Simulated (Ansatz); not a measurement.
# The perfect W wire along [100], 24 atoms a period, part 2 of 2

Aim: is the W wire along [100], 24 atoms a period a metal or a semiconductor?

Ansatz 0.2.0; DFT PBE, plane waves, PAW; relaxation of a wire's period; PAW set soft_1 (the session's first sound run).

So far: The structure; Relaxing the period.

## Step 2: Relaxing the period (continued)

The steps of the relaxation:

```tsv
step	energy less that of the first step (eV)	largest force component (eV/Å)	pressure (GPa)	volume (Å³)
1	0.0000	2.9172	-7.75	843.27
2	-2.6604	1.8353	4.68	811.98
3	-3.1229	1.1638	3.32	815.29
4	-3.4699	0.4173	-0.57	829.48
5	-3.5903	0.0373	-0.06	825.64
6	-3.5915	0.0060	-0.11	825.26
7*	-3.5873	0.0061	-0.11	825.26
```

Relaxation steps marked * repeat the geometry before them on a plane-wave basis chosen anew for their cell, so energy and pressure can jump there.

Forces are held to the 16 operations that the run works with; a distortion that breaks them can't arise in this run.

```tsv
cell as run	before	after	change
c (Å)	3.170	3.102	-2.1 %
```

The atoms that moved most (Å, along periodic axes as changes of fractional coordinates times the final cell, across vacuum about the mean position):

```tsv
atom	dx	dy	dz	length
W1	0.132	-0.095	0.000	0.162
W13	-0.095	0.132	0.000	0.162
W16	-0.095	-0.132	0.000	0.162
W10	-0.132	-0.095	0.000	0.162
W21	0.095	0.132	0.000	0.162
W3	0.132	0.095	0.000	0.162
W12	-0.132	0.095	0.000	0.162
W24	0.095	-0.132	0.000	0.162
```

Final coordinates:

```cif
data_structure
_symmetry_space_group_name_H-M 'P 1'
_symmetry_Int_Tables_number 1
_cell_length_a 16.3100
_cell_length_b 16.3100
_cell_length_c 3.1023
_cell_angle_alpha 90.000
_cell_angle_beta 90.000
_cell_angle_gamma 90.000
_cell_volume 825.26
loop_
_atom_site_label
_atom_site_type_symbol
_atom_site_fract_x
_atom_site_fract_y
_atom_site_fract_z
_atom_site_occupancy
W1 W 0.21653 0.29983 0.00000 1
W2 W 0.21376 0.50000 0.00000 1
W3 W 0.21653 0.70017 0.00000 1
W4 W 0.40349 0.30275 0.00000 1
W5 W 0.40353 0.50000 0.00000 1
W6 W 0.40349 0.69725 0.00000 1
W7 W 0.59651 0.30275 0.00000 1
W8 W 0.59647 0.50000 0.00000 1
W9 W 0.59651 0.69725 0.00000 1
W10 W 0.78347 0.29983 0.00000 1
W11 W 0.78624 0.50000 0.00000 1
W12 W 0.78347 0.70017 0.00000 1
W13 W 0.29983 0.21653 0.50000 1
W14 W 0.30275 0.40349 0.50000 1
W15 W 0.30275 0.59651 0.50000 1
W16 W 0.29983 0.78347 0.50000 1
W17 W 0.50000 0.21376 0.50000 1
W18 W 0.50000 0.40353 0.50000 1
W19 W 0.50000 0.59647 0.50000 1
W20 W 0.50000 0.78624 0.50000 1
W21 W 0.70017 0.21653 0.50000 1
W22 W 0.69725 0.40349 0.50000 1
W23 W 0.69725 0.59651 0.50000 1
W24 W 0.70017 0.78347 0.50000 1
```

This step gave:

```
energy at zero smearing    : -249232.2059 eV
cell length along the wire : 3.102 Å
```

The cell's length comes to 3.102 Å with spin left out.

## Step 3: The wire at its relaxed period

This step: DFT PBE, plane waves, PAW; bands of a perfect wire; PAW set soft_1 (Ansatz 0.2.0).

At the relaxed period the bands are computed along the axis; those that cross an energy going forward count the channels that a perfect wire would open there.

Input file input.yaml:

```yaml
crystal:
  lattice:
    - [16.31, 0.0, 0.0]
    - [0.0, 16.31, 0.0]
    - [0.0, 0.0, 3.1022752218]
  atoms:
    - { symbol: W, position: [0.216528508, 0.299826128, 0.0] }
    - { symbol: W, position: [0.213756537, 0.5, 0.0] }
    - { symbol: W, position: [0.216528508, 0.700173872, 0.0] }
    - { symbol: W, position: [0.403489147, 0.302747896, 0.0] }
    - { symbol: W, position: [0.403525599, 0.5, 0.0] }
    - { symbol: W, position: [0.403489147, 0.697252104, 0.0] }
    - { symbol: W, position: [0.596510853, 0.302747896, 0.0] }
    - { symbol: W, position: [0.596474401, 0.5, 0.0] }
    - { symbol: W, position: [0.596510853, 0.697252104, 0.0] }
    - { symbol: W, position: [0.783471492, 0.299826128, 0.0] }
    - { symbol: W, position: [0.786243463, 0.5, 0.0] }
    - { symbol: W, position: [0.783471492, 0.700173872, 0.0] }
    - { symbol: W, position: [0.299826128, 0.216528508, 0.5] }
    - { symbol: W, position: [0.302747896, 0.403489147, 0.5] }
    - { symbol: W, position: [0.302747896, 0.596510853, 0.5] }
    - { symbol: W, position: [0.299826128, 0.783471492, 0.5] }
    - { symbol: W, position: [0.5, 0.213756537, 0.5] }
    - { symbol: W, position: [0.5, 0.403525599, 0.5] }
    - { symbol: W, position: [0.5, 0.596474401, 0.5] }
    - { symbol: W, position: [0.5, 0.786243463, 0.5] }
    - { symbol: W, position: [0.700173872, 0.216528508, 0.5] }
    - { symbol: W, position: [0.697252104, 0.403489147, 0.5] }
    - { symbol: W, position: [0.697252104, 0.596510853, 0.5] }
    - { symbol: W, position: [0.700173872, 0.783471492, 0.5] }
kpoints:
  mp_grid: { grid: [1, 1, 26] }
  band_path: { path: ["Γ", Z], npoints: 90 }
scf:
  occupations: { method: fermi_dirac, width: 0.05 }
hamiltonian:
  xc: pbe
  pseudopotentials: { kind: paw, azcp: { folder: soft_1 } }
output:
  dos: { e_range: [-5, 4] }
  write_potential: true
  write_density: true
  volumetric_format: npy
```

Launch:

```
$ ansatz run input.yaml --threads 4 --pin off --max-ram 16384MiB --backend cpu --events-out ev --progress --plain --runs-dir out
```

Numbers of over 12 decimals in the logs are rounded to 6 here.

The program printed:

```text
[...]
Crystal: 24 atoms, lattice volume = 825.255 Å³
Basis set: ecut = 420 eV, 16155 PW (Γ)
Bands: 202, of which v1, the nominal top of the filled ones, is band 168 counted from 1 (167 counted from 0)
Symmetry: 16 space group operations
[...]
k-points: 14 of 26
[...]
SCF iter   1: F=—  HF=-249253.805887 eV  |F-HF|=—  |Δ(HF+E_count)|=         —  Δρ=5.55e-2  dr2=1.78e2  ethr=3.10e-3  ⟨swp⟩=9.7  Hψ=12990  notcnv=0  defer=10
[...]
SCF iter  12: F=-249232.288214 eV  HF=-249232.288214 eV  |F-HF|=8.15e-10  |Δ(HF+E_count)|=   9.66e-8  Δρ=1.16e-6  dr2=1.98e-8  ethr=2.98e-11  ⟨swp⟩=16.0  Hψ=10352  notcnv=0
SCF 1 converged in 12 iterations: F = -249232.288214 eV  dr2 = 1.98e-8
[...]
NSCF: frozen V_eff on 91 k-points
WARN: The output density's exchange-correlation potential varies sharply where the density is thin. Do not read a vacuum level from v_tot or v_xc, or from such a field of the output density. On a cell that repeats whose density bears no net charge and no dipole along the vacuum's axis use v_es (v_loc + v_h of the components); under efield.dipole_correction with no amplitude use v_es + v_field, which holds any externa [...]
SCF converged after 12 iterations
Free energy (F): -249232.288214 eV
[...]
Internal energy: -249232.123657 eV  (E = F + TS)
E sigma→0 (E₀):  -249232.205936 eV
Entropy (-TS):   -0.164557 eV (-6.857 meV/atom)
Fermi energy:    8.260789 eV
[...]
--- Band table (eV; the first three rows and the last of 14) ---
  k-point 0: bands = [... 164 lower, 7.9893, 7.9893, 8.0467, 8.0852, 8.1125, 8.1125, 8.1736, 8.2493, ... 30 higher]
  k-point 1: bands = [... 164 lower, 7.8924, 7.9242, 8.0537, 8.0696, 8.1536, 8.1536, 8.2403, 8.2403, ... 30 higher]
  k-point 2: bands = [... 164 lower, 7.7466, 8.0496, 8.0542, 8.1391, 8.2122, 8.2122, 8.2611, 8.2611, ... 30 higher]
  k-point 13: bands = [... 164 lower, 8.3473, 8.3473, 8.8356, 8.8356, 8.8966, 8.8966, 9.1533, 9.1533, ... 30 higher]
```

Elapsed: 3 min, on 4 threads of Intel Xeon Platinum 8488C (Sapphire Rapids), shared host; peak memory 7.8 GiB; 12 min of CPU time.

The column dr2 measures how far the density is from self-consistency, as an energy; F and HF (Harris–Foulkes) agree once it is small.

This step gave:

- band gap: 0 eV

The electronic bands at the labelled points (eV, zero at the Fermi level; # counts the bands kept):

```tsv
point	#44	#45	#46	#47	#48	#49	#50	#51
Γ	-0.27	-0.21	-0.18	-0.15	-0.15	-0.09	-0.01	-0.01
halfway	-0.34	-0.28	-0.28	-0.03	0.43	0.43	0.52	0.53
Z	0.09	0.57	0.57	0.64	0.64	0.89	0.89	0.93
```

Between Γ and Z the bands cross the Fermi level 15 times, so a perfect wire would conduct at least 15 G₀, with spin left out.

## Step 4: Results

```json
{
 "cell length, PBE": "3.102 Å",
 "ballistic conductance by band crossings, a lower bound, PBE": "15 G₀"
}
```

Under PBE the cell's length is 3.10 Å, and the bands cross the Fermi level 15 times between Γ and Z, which gives a perfect wire at least 15 G₀ (opposite crossings within one step of the path cancel in such a count). No spin was allowed, though thin wires with open d shells can turn magnetic. Spin-orbit coupling is left out, which matters for the bands of heavy atoms.

[Logs are printed without paths, hosts, clocks, repeated set-up lines and the standing remarks that a program may print on its own settings, such as how far it seeks lower states.]

[Hosts, paths, dates, database ids (printed as entryN), source tags and the programs' standing remarks are cut or masked in the printed files.]
